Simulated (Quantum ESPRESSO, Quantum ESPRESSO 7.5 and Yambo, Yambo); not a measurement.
# Quasiparticle gap of CdF2 (Fm-3m) in Yambo

Wanted: ground state, empty states, screening and self-energy for CdF2 (Fm-3m).

Main program and level: Quantum ESPRESSO 7.5 and Yambo 5.3.0; PBE and many-body steps on it, plane waves.

## (1) Set-up

The structure is cubic, space group Fm-3m (No. 225). The conventional cell has a = 5.388 Å, b = 5.388 Å, c = 5.388 Å, α = 90.00°, β = 90.00°, γ = 90.00°. Nearest to Cd lie 8 F at 2.33 Å. Nearest to F lie 4 Cd at 2.33 Å. Farther neighbours and most contacts between anions are not listed.

Coordinates:

```cif
data_structure
_symmetry_space_group_name_H-M 'P 1'
_symmetry_Int_Tables_number 1
_cell_length_a 3.8099
_cell_length_b 3.8099
_cell_length_c 3.8099
_cell_angle_alpha 60.000
_cell_angle_beta 60.000
_cell_angle_gamma 60.000
_cell_volume 39.10
loop_
_atom_site_label
_atom_site_type_symbol
_atom_site_fract_x
_atom_site_fract_y
_atom_site_fract_z
_atom_site_occupancy
Cd1 Cd 0.00000 0.00000 0.00000 1
F2 F 0.25000 0.25000 0.25000 1
F3 F 0.75000 0.75000 0.75000 1
```

The cell and positions come from the Crystallography Open Database and are kept as given unless a step says otherwise.

## (2) Ground state

This step: Quantum ESPRESSO 7.5; DFT, PBE, plane waves, norm-conserving pseudopotentials.

The ground-state density comes first.

pw.in reads:

```
&control
  calculation = 'scf'
  prefix = 'x'
  outdir = 'o'
  pseudo_dir = 'pseudo'
/
&system
  ibrav = 0
  nat = 3
  ntyp = 2
  ecutwfc = 94.0
  nbnd = 22
  force_symmorphic = .true.
/
&electrons
  conv_thr = 1e-10
  electron_maxstep = 80
  mixing_beta = 0.5
/
ATOMIC_SPECIES
  Cd 112.41 Cd.upf
  F 18.998 F.upf
CELL_PARAMETERS angstrom
  0.0000000000 2.6940000000 2.6940000000
  2.6940000000 0.0000000000 2.6940000000
  2.6940000000 2.6940000000 -0.0000000000
ATOMIC_POSITIONS crystal
  Cd 0.0000000000 0.0000000000 0.0000000000
  F 0.2500000000 0.2500000000 0.2500000000
  F 0.7500000000 0.7500000000 0.7500000000
K_POINTS automatic
  6 6 6 0 0 0
```

Started as:

```
OMP_NUM_THREADS=1 mpirun -n 4 pw.x -nk 4 -in pw.in > pw.out
```

The log of the run:

```text
Program PWSCF v.7.5 starts

     This program is part of the open-source Quantum ESPRESSO suite
     for quantum simulation of materials; please cite
         "P. Giannozzi et al., J. Phys.:Condens. Matter 21 395502 (2009);
         "P. Giannozzi et al., J. Phys.:Condens. Matter 29 465901 (2017);
         "P. Giannozzi et al., J. Chem. Phys. 152 154105 (2020);
     in publications or presentations arising from this work. More details at
     Message from routine setup:
     using ibrav=0 with symmetry is DISCOURAGED, use correct ibrav instead

     G-vector sticks info

     bravais-lattice index     =            0
     lattice parameter (alat)  =       7.1997  a.u.
     unit-cell volume          =     263.8878 (a.u.)^3
     number of atoms/cell      =            3
     number of atomic types    =            2
     number of electrons       =        34.00
     number of Kohn-Sham states=           22
     kinetic-energy cutoff     =      94.0000  Ry
     charge density cutoff     =     376.0000  Ry
     scf convergence threshold =      1.0E-10
     mixing beta               =       0.5000
     number of iterations used =            8  plain     mixing
     Exchange-correlation= PBE
                           (   1   4   3   4   0   0   0)

     celldm(1)=   7.199651  celldm(2)=   0.000000  celldm(3)=   0.000000
     celldm(4)=   0.000000  celldm(5)=   0.000000  celldm(6)=   0.000000

     crystal axes: (cart. coord. in units of alat)
               a(1) = (   0.000000   0.707107   0.707107 )
               a(2) = (   0.707107   0.000000   0.707107 )
               a(3) = (   0.707107   0.707107  -0.000000 )

     reciprocal axes: (cart. coord. in units 2 pi/alat)
               b(1) = ( -0.707107  0.707107  0.707107 )
               b(2) = (  0.707107 -0.707107  0.707107 )
               b(3) = (  0.707107  0.707107 -0.707107 )
     Pseudo is Norm-conserving + core correction, Zval = 20.0
     Generated using ONCVPSP code by D. R. Hamann
     Using radial grid of 1368 points,  6 beta functions with:
     Pseudo is Norm-conserving + core correction, Zval =  7.0
     Generated using ONCVPSP code by D. R. Hamann
     Using radial grid of  832 points,  5 beta functions with:
     Cd               20.00   112.41000     Cd( 1.00)
     F                 7.00    18.99800     F ( 1.00)

     48 Sym. Ops., with inversion, found

   Cartesian axes

     site n.     atom                  positions (alat units)
         1        Cd     tau(   1) = (   0.0000000   0.0000000   0.0000000  )
         2        F      tau(   2) = (   0.3535534   0.3535534   0.3535534  )
         3        F      tau(   3) = (   1.0606602   1.0606602   1.0606602  )

     number of k points=    16
                       cart. coord. in units 2pi/alat
        k(    1) = (   0.0000000   0.0000000   0.0000000), wk =   0.0092593
        k(    2) = (   0.1178511   0.1178511  -0.1178511), wk =   0.0740741
        k(    3) = (   0.2357023   0.2357023  -0.2357023), wk =   0.0740741
        k(    4) = (  -0.3535534  -0.3535534   0.3535534), wk =   0.0370370
        k(    5) = (   0.2357023   0.0000000  -0.0000000), wk =   0.0555556
        k(    6) = (   0.3535534   0.1178511  -0.1178511), wk =   0.2222222
        k(    7) = (  -0.2357023  -0.4714045   0.4714045), wk =   0.2222222
        k(    8) = (  -0.1178511  -0.3535534   0.3535534), wk =   0.2222222
        k(    9) = (   0.0000000  -0.2357023   0.2357023), wk =   0.1111111
        k(   10) = (   0.4714045   0.0000000  -0.0000000), wk =   0.0555556
     [... 4 further rows ...]
        k(   15) = (  -0.1178511  -0.3535534   0.5892557), wk =   0.2222222
        k(   16) = (  -0.7071068   0.2357023   0.0000000), wk =   0.1111111

     Dense  grid:    32647 G-vectors     FFT dimensions: (  45,  45,  45)

     Initial potential from superposition of free atoms

     starting charge      33.9997, renormalised to      34.0000
     Starting wfcs are   18 randomized atomic wfcs +    4 random wfcs

     per-process dynamical memory:    28.8 Mb

     Self-consistent Calculation

     iteration #  1     ecut=    94.00 Ry     beta= 0.50

     total energy              =    -449.30280373 Ry
     estimated scf accuracy    <       0.38882180 Ry

     iteration #  2     ecut=    94.00 Ry     beta= 0.50

     total energy              =    -449.41312000 Ry
     estimated scf accuracy    <       0.06893993 Ry

     iteration #  3     ecut=    94.00 Ry     beta= 0.50

     total energy              =    -449.42409432 Ry
     estimated scf accuracy    <       0.00414792 Ry

     iteration #  4     ecut=    94.00 Ry     beta= 0.50

     total energy              =    -449.42450811 Ry
     estimated scf accuracy    <       0.00005846 Ry

     iteration #  5     ecut=    94.00 Ry     beta= 0.50

     total energy              =    -449.42452890 Ry
     estimated scf accuracy    <       0.00001264 Ry

     iteration #  6     ecut=    94.00 Ry     beta= 0.50

     total energy              =    -449.42453058 Ry
     estimated scf accuracy    <       0.00000509 Ry

     iteration #  7     ecut=    94.00 Ry     beta= 0.50

     total energy              =    -449.42453169 Ry
     estimated scf accuracy    <       0.00000017 Ry

     iteration #  8     ecut=    94.00 Ry     beta= 0.50

     total energy              =    -449.42453168 Ry
     estimated scf accuracy    <       0.00000006 Ry

     iteration #  9     ecut=    94.00 Ry     beta= 0.50

     total energy              =    -449.42453169 Ry
     estimated scf accuracy    <          5.5E-10 Ry

     iteration # 10     ecut=    94.00 Ry     beta= 0.50

     End of self-consistent calculation

          k = 0.0000 0.0000 0.0000 (  4015 PWs)   bands (ev):

   -91.9104 -53.0067 -53.0067 -53.0067 -14.2017 -13.1009   0.9376   0.9376
     0.9376   2.1378   2.1378   5.5577   5.5577   5.5577   6.0345   6.0345
     6.0345   9.6539  19.2706  19.2706  19.2706  24.2209

          k = 0.1179 0.1179-0.1179 (  4047 PWs)   bands (ev):

   -91.9104 -53.0074 -53.0068 -53.0068 -14.1150 -13.1773   1.0370   1.0370
     1.2245   2.1111   2.1111   4.8415   5.3760   5.3760   5.7987   6.0552
     6.0552  10.6120  18.1609  19.6675  19.6675  25.7131

          k = 0.2357 0.2357-0.2357 (  4068 PWs)   bands (ev):

   -91.9104 -53.0086 -53.0070 -53.0070 -13.8964 -13.3708   1.2134   1.2134
     1.9187   2.1325   2.1325   3.9953   4.9422   4.9506   4.9506   6.1088
     6.1088  12.4815  16.6515  20.5543  20.5543  25.0343

          k =-0.3536-0.3536 0.3536 (  4092 PWs)   bands (ev):

     [... further k-points ...]

     highest occupied, lowest unoccupied level (ev):     6.5104    9.6539

!    total energy              =    -449.42453169 Ry
     estimated scf accuracy    <          4.0E-11 Ry

     The total energy is the sum of the following terms:
     one-electron contribution =    -231.75051497 Ry
     hartree contribution      =     131.90836419 Ry
     xc contribution           =     -70.73906150 Ry
     ewald contribution        =    -278.84331940 Ry

     convergence has been achieved in  10 iterations

     XML data file, charge density, pseudopotentials, collected wavefunctions

=------------------------------------------------------------------------------=
   JOB DONE.
=------------------------------------------------------------------------------=
```

Elapsed: 9.7 s, on 4 MPI ranks of Intel Xeon Platinum 8259CL at 2.50GHz (Skylake/Cascade Lake), shared host; peak memory 0.32 GiB; 38 s of CPU time.

This step gave:

```
total energy               : -6114.7323 eV
gap                        : 3.143 eV
k of the valence top       : 0.1667, -0.5, -0.3333
k of the conduction bottom : 0, 0, 0
least direct gap           : 3.619 eV
```

The gap is indirect, with the least direct gap 0.48 eV higher.

## (3) Bands along the symmetry lines

The cheap functional maps the bands first; the places of the edges decide which points the dearer methods must see.

pw.in reads:

```
&control
  calculation = 'bands'
  prefix = 'x'
  outdir = 'o'
  pseudo_dir = 'pseudo'
/
&system
  ibrav = 0
  nat = 3
  ntyp = 2
  ecutwfc = 94.0
  nbnd = 23
  force_symmorphic = .true.
/
&electrons
  conv_thr = 1e-9
  electron_maxstep = 80
  diago_full_acc = .true.
  diago_thr_init = 5e-6
/
ATOMIC_SPECIES
  Cd 112.41 Cd.upf
  F 18.998 F.upf
CELL_PARAMETERS angstrom
  0.0000000000 2.6940000000 2.6940000000
  2.6940000000 0.0000000000 2.6940000000
  2.6940000000 2.6940000000 -0.0000000000
ATOMIC_POSITIONS crystal
  Cd 0.0000000000 0.0000000000 0.0000000000
  F 0.2500000000 0.2500000000 0.2500000000
  F 0.7500000000 0.7500000000 0.7500000000
K_POINTS crystal
  50
  0.00000000 0.00000000 0.00000000 1
  0.06250000 0.00000000 0.06250000 1
  0.12500000 0.00000000 0.12500000 1
  0.18750000 0.00000000 0.18750000 1
  0.25000000 0.00000000 0.25000000 1
  0.31250000 0.00000000 0.31250000 1
  0.37500000 0.00000000 0.37500000 1
  0.43750000 0.00000000 0.43750000 1
  0.50000000 0.00000000 0.50000000 1
  0.51562500 0.03125000 0.51562500 1
  0.53125000 0.06250000 0.53125000 1
  0.54687500 0.09375000 0.54687500 1
  0.56250000 0.12500000 0.56250000 1
  0.57812500 0.15625000 0.57812500 1
  0.59375000 0.18750000 0.59375000 1
  0.60937500 0.21875000 0.60937500 1
  0.62500000 0.25000000 0.62500000 1
  0.37500000 0.37500000 0.75000000 1
  0.32812500 0.32812500 0.65625000 1
  0.28125000 0.28125000 0.56250000 1
  0.23437500 0.23437500 0.46875000 1
  0.18750000 0.18750000 0.37500000 1
  0.14062500 0.14062500 0.28125000 1
  0.09375000 0.09375000 0.18750000 1
  0.04687500 0.04687500 0.09375000 1
  0.00000000 0.00000000 0.00000000 1
  0.06250000 0.06250000 0.06250000 1
  0.12500000 0.12500000 0.12500000 1
  0.18750000 0.18750000 0.18750000 1
  0.25000000 0.25000000 0.25000000 1
  0.31250000 0.31250000 0.31250000 1
  0.37500000 0.37500000 0.37500000 1
  0.43750000 0.43750000 0.43750000 1
  0.50000000 0.50000000 0.50000000 1
  0.50000000 0.46875000 0.53125000 1
  0.50000000 0.43750000 0.56250000 1
  0.50000000 0.40625000 0.59375000 1
  0.50000000 0.37500000 0.62500000 1
  0.50000000 0.34375000 0.65625000 1
  0.50000000 0.31250000 0.68750000 1
  0.50000000 0.28125000 0.71875000 1
  0.50000000 0.25000000 0.75000000 1
  0.50000000 0.21875000 0.71875000 1
  0.50000000 0.18750000 0.68750000 1
  0.50000000 0.15625000 0.65625000 1
  0.50000000 0.12500000 0.62500000 1
  0.50000000 0.09375000 0.59375000 1
  0.50000000 0.06250000 0.56250000 1
  0.50000000 0.03125000 0.53125000 1
  0.50000000 0.00000000 0.50000000 1
```

The log of the run:

```text
[banner, memory and clock lines left out]
Program PWSCF v.7.5 starts

     Atomic positions and unit cell read from directory:
     o/x.save/

     Message from routine setup:
     using ibrav=0 with symmetry is DISCOURAGED, use correct ibrav instead

     G-vector sticks info

     bravais-lattice index     =            0
     lattice parameter (alat)  =       7.1997  a.u.
     unit-cell volume          =     263.8878 (a.u.)^3
     number of atoms/cell      =            3
     number of atomic types    =            2
     number of electrons       =        34.00
     number of Kohn-Sham states=           23
     kinetic-energy cutoff     =      94.0000  Ry
     charge density cutoff     =     376.0000  Ry
     Exchange-correlation= PBE
                           (   1   4   3   4   0   0   0)

     celldm(1)=   7.199651  celldm(2)=   0.000000  celldm(3)=   0.000000
     celldm(4)=   0.000000  celldm(5)=   0.000000  celldm(6)=   0.000000

     crystal axes: (cart. coord. in units of alat)
               a(1) = (   0.000000   0.707107   0.707107 )
               a(2) = (   0.707107   0.000000   0.707107 )
               a(3) = (   0.707107   0.707107  -0.000000 )

     reciprocal axes: (cart. coord. in units 2 pi/alat)
               b(1) = ( -0.707107  0.707107  0.707107 )
               b(2) = (  0.707107 -0.707107  0.707107 )
               b(3) = (  0.707107  0.707107 -0.707107 )
     Pseudo is Norm-conserving + core correction, Zval = 20.0
     Generated using ONCVPSP code by D. R. Hamann
     Using radial grid of 1368 points,  6 beta functions with:
     Pseudo is Norm-conserving + core correction, Zval =  7.0
     Generated using ONCVPSP code by D. R. Hamann
     Using radial grid of  832 points,  5 beta functions with:
     Cd               20.00   112.41000     Cd( 1.00)
     F                 7.00    18.99800     F ( 1.00)

     48 Sym. Ops., with inversion, found

   Cartesian axes

     site n.     atom                  positions (alat units)
         1        Cd     tau(   1) = (   0.0000000   0.0000000   0.0000000  )
         2        F      tau(   2) = (   0.3535534   0.3535534   0.3535534  )
         3        F      tau(   3) = (   1.0606602   1.0606602   1.0606602  )

     number of k points=    50
                       cart. coord. in units 2pi/alat
        k(    1) = (   0.0000000   0.0000000   0.0000000), wk =   0.0400000
        k(    2) = (   0.0000000   0.0883883   0.0000000), wk =   0.0400000
        k(    3) = (   0.0000000   0.1767767   0.0000000), wk =   0.0400000
[...]
[... 38 further rows ...]
        k(   49) = (   0.0441942   0.7071068   0.0000000), wk =   0.0400000
        k(   50) = (   0.0000000   0.7071068   0.0000000), wk =   0.0400000

     Dense  grid:    32647 G-vectors     FFT dimensions: (  45,  45,  45)

     The potential is recalculated from file :
     o/x.save/charge-density

     Starting wfcs are   18 randomized atomic wfcs +    5 random wfcs

     Band Structure Calculation

     End of band structure calculation

          k = 0.0000 0.0000 0.0000 (  4015 PWs)   bands (ev):

   -91.9103 -53.0066 -53.0066 -53.0066 -14.2018 -13.1009   0.9377   0.9377
     0.9377   2.1379   2.1379   5.5577   5.5577   5.5577   6.0345   6.0345
     6.0345   9.6539  19.2706  19.2706  19.2706  24.2210  26.4704

          k = 0.0000 0.0884 0.0000 (  4035 PWs)   bands (ev):

   -91.9104 -53.0067 -53.0067 -53.0067 -14.1850 -13.1157   0.9593   0.9593
[...]
6.0418   9.8549  19.0074  19.3403  19.3403  24.6052  26.1507

          k = 0.0000 0.1768 0.0000 (  4047 PWs)   bands (ev):

[...]
6.0736  10.3733  18.4219  19.5343  19.5343  24.7507  26.2188

          k =-0.0000 0.2652 0.0000 (  4048 PWs)   bands (ev):

[...]
k = 0.0000 0.4419-0.0000 (  4056 PWs)   bands (ev):

[...]
k =-0.0000 0.5303 0.0000 (  4064 PWs)   bands (ev):

[...]
k = 0.0000 0.6187-0.0000 (  4064 PWs)   bands (ev):

[...]
k = 0.4640 0.4640-0.0000 (  4075 PWs)   bands (ev):

[...]
k = 0.3315 0.3315-0.0000 (  4063 PWs)   bands (ev):

[...]
k = 0.3094 0.7071-0.0000 (  4080 PWs)   bands (ev):

[...]
k = 0.2210 0.7071-0.0000 (  4074 PWs)   bands (ev):

[...]
k = 0.1768 0.7071-0.0000 (  4062 PWs)   bands (ev):

[...]
k = 0.0442 0.7071 0.0000 (  4076 PWs)   bands (ev):

[...]
6.4451  14.5688  16.2770  18.4711  20.7596  20.8886  26.0884

          k = 0.0000 0.7071 0.0000 (  4088 PWs)   bands (ev):

   -91.9104 -53.0092 -53.0077 -53.0077 -13.7328 -13.4694   1.1535   1.8889
     1.8889   2.2524   2.4249   3.4542   3.5900   3.5900   6.0229   6.4411
     6.4411  14.5663  16.2381  18.4942  20.8276  20.8276  26.0277

     XML data file, pseudopotentials, collected wavefunctions
```

It took 9.1 s on 4 MPI ranks; peak memory 0.27 GiB.

Numbers from this step:

```yaml
gap: 3.124 eV
k_of_the_valence_top: 0.5, 0.25, 0.75
k_of_the_conduction_bottom: 0, 0, 0
least_direct_gap: 3.619 eV
```

The gap is 3.124 eV, −0.019 eV from the run before at this level.

Electronic bands along the path, in eV, zero at the top of the highest filled band:

```tsv
point	band 14	band 15	band 16	band 17	band 18	band 19	band 20	band 21
Γ	-0.97	-0.50	-0.50	-0.50	3.12	12.74	12.74	12.74
halfway	-1.83	-0.50	-0.31	-0.31	5.33	10.70	13.59	13.59
X	-2.94	-0.51	-0.09	-0.09	8.04	9.71	11.96	14.30
halfway	-2.67	-0.56	-0.23	-0.12	8.05	10.01	11.76	14.25
U	-2.30	-0.95	-0.35	-0.20	7.99	10.79	11.16	14.50
jump to K	-2.30	-0.95	-0.35	-0.20	7.99	10.79	11.16	14.50
halfway	-1.42	-1.14	-0.44	-0.41	5.62	10.69	13.12	14.00
Γ	-0.97	-0.50	-0.50	-0.50	3.12	12.74	12.74	12.74
halfway	-1.36	-1.12	-0.45	-0.45	4.99	10.84	13.56	13.56
L	-1.83	-1.83	-0.39	-0.39	7.20	9.18	14.53	14.53
halfway	-1.85	-1.49	-0.47	-0.24	7.58	9.86	12.99	13.97
W	-1.52	-1.52	-0.60	0.00	8.10	11.53	11.72	11.72
halfway	-2.48	-0.56	-0.53	-0.04	8.07	10.29	11.71	13.39
X	-2.94	-0.51	-0.09	-0.09	8.04	9.71	11.96	14.30
```

The electronic bands as a text plot (rows in eV, shown from -4.8 to 9.1 only):

```
    8.8 |
    8.3 |            ++++++                              ++++++++
    7.7 |          ++      +                         ++++
    7.1 |         +         ++                  +++++
    6.5 |                     ++               +
    5.9 |       ++                           ++
    5.4 |     ++                +
    4.8 |    +                   ++         +
    4.2 |                          ++      +
    3.6 |  ++                        +   ++
    3.1 |++                           +++
    2.5 |
    1.9 |
    1.3 |
    0.7 |
    0.2 |          *****                                *********
   -0.4 |********************************************************
   -1.0 |****            **     *************              **
   -1.6 |  *****           **********    *******************
   -2.2 |    *****       *****   **         *   ********    *
   -2.7 |       ***********     *            ********   *********
   -3.3 |          *************                     ************
   -3.9 |          ****                          ****          **
   -4.5 |********************************************************
         Γ           X  U|K            Γ         L        W     X
```

[end of part 1 of 3]

[Paths, hosts, dates, memory and timing lines, banners, echoed tables and standing remarks are left out of the program output.]

[Logs are printed without paths, hosts, clocks, repeated set-up lines and the standing remarks that a program may print on its own settings, such as how far it seeks lower states.]

[Runs of the session that timed out or met a known fault of the program may be left out.]

[Hosts, paths, dates, database ids (printed as entryN), source tags and the programs' standing remarks are cut or masked in the printed files.]
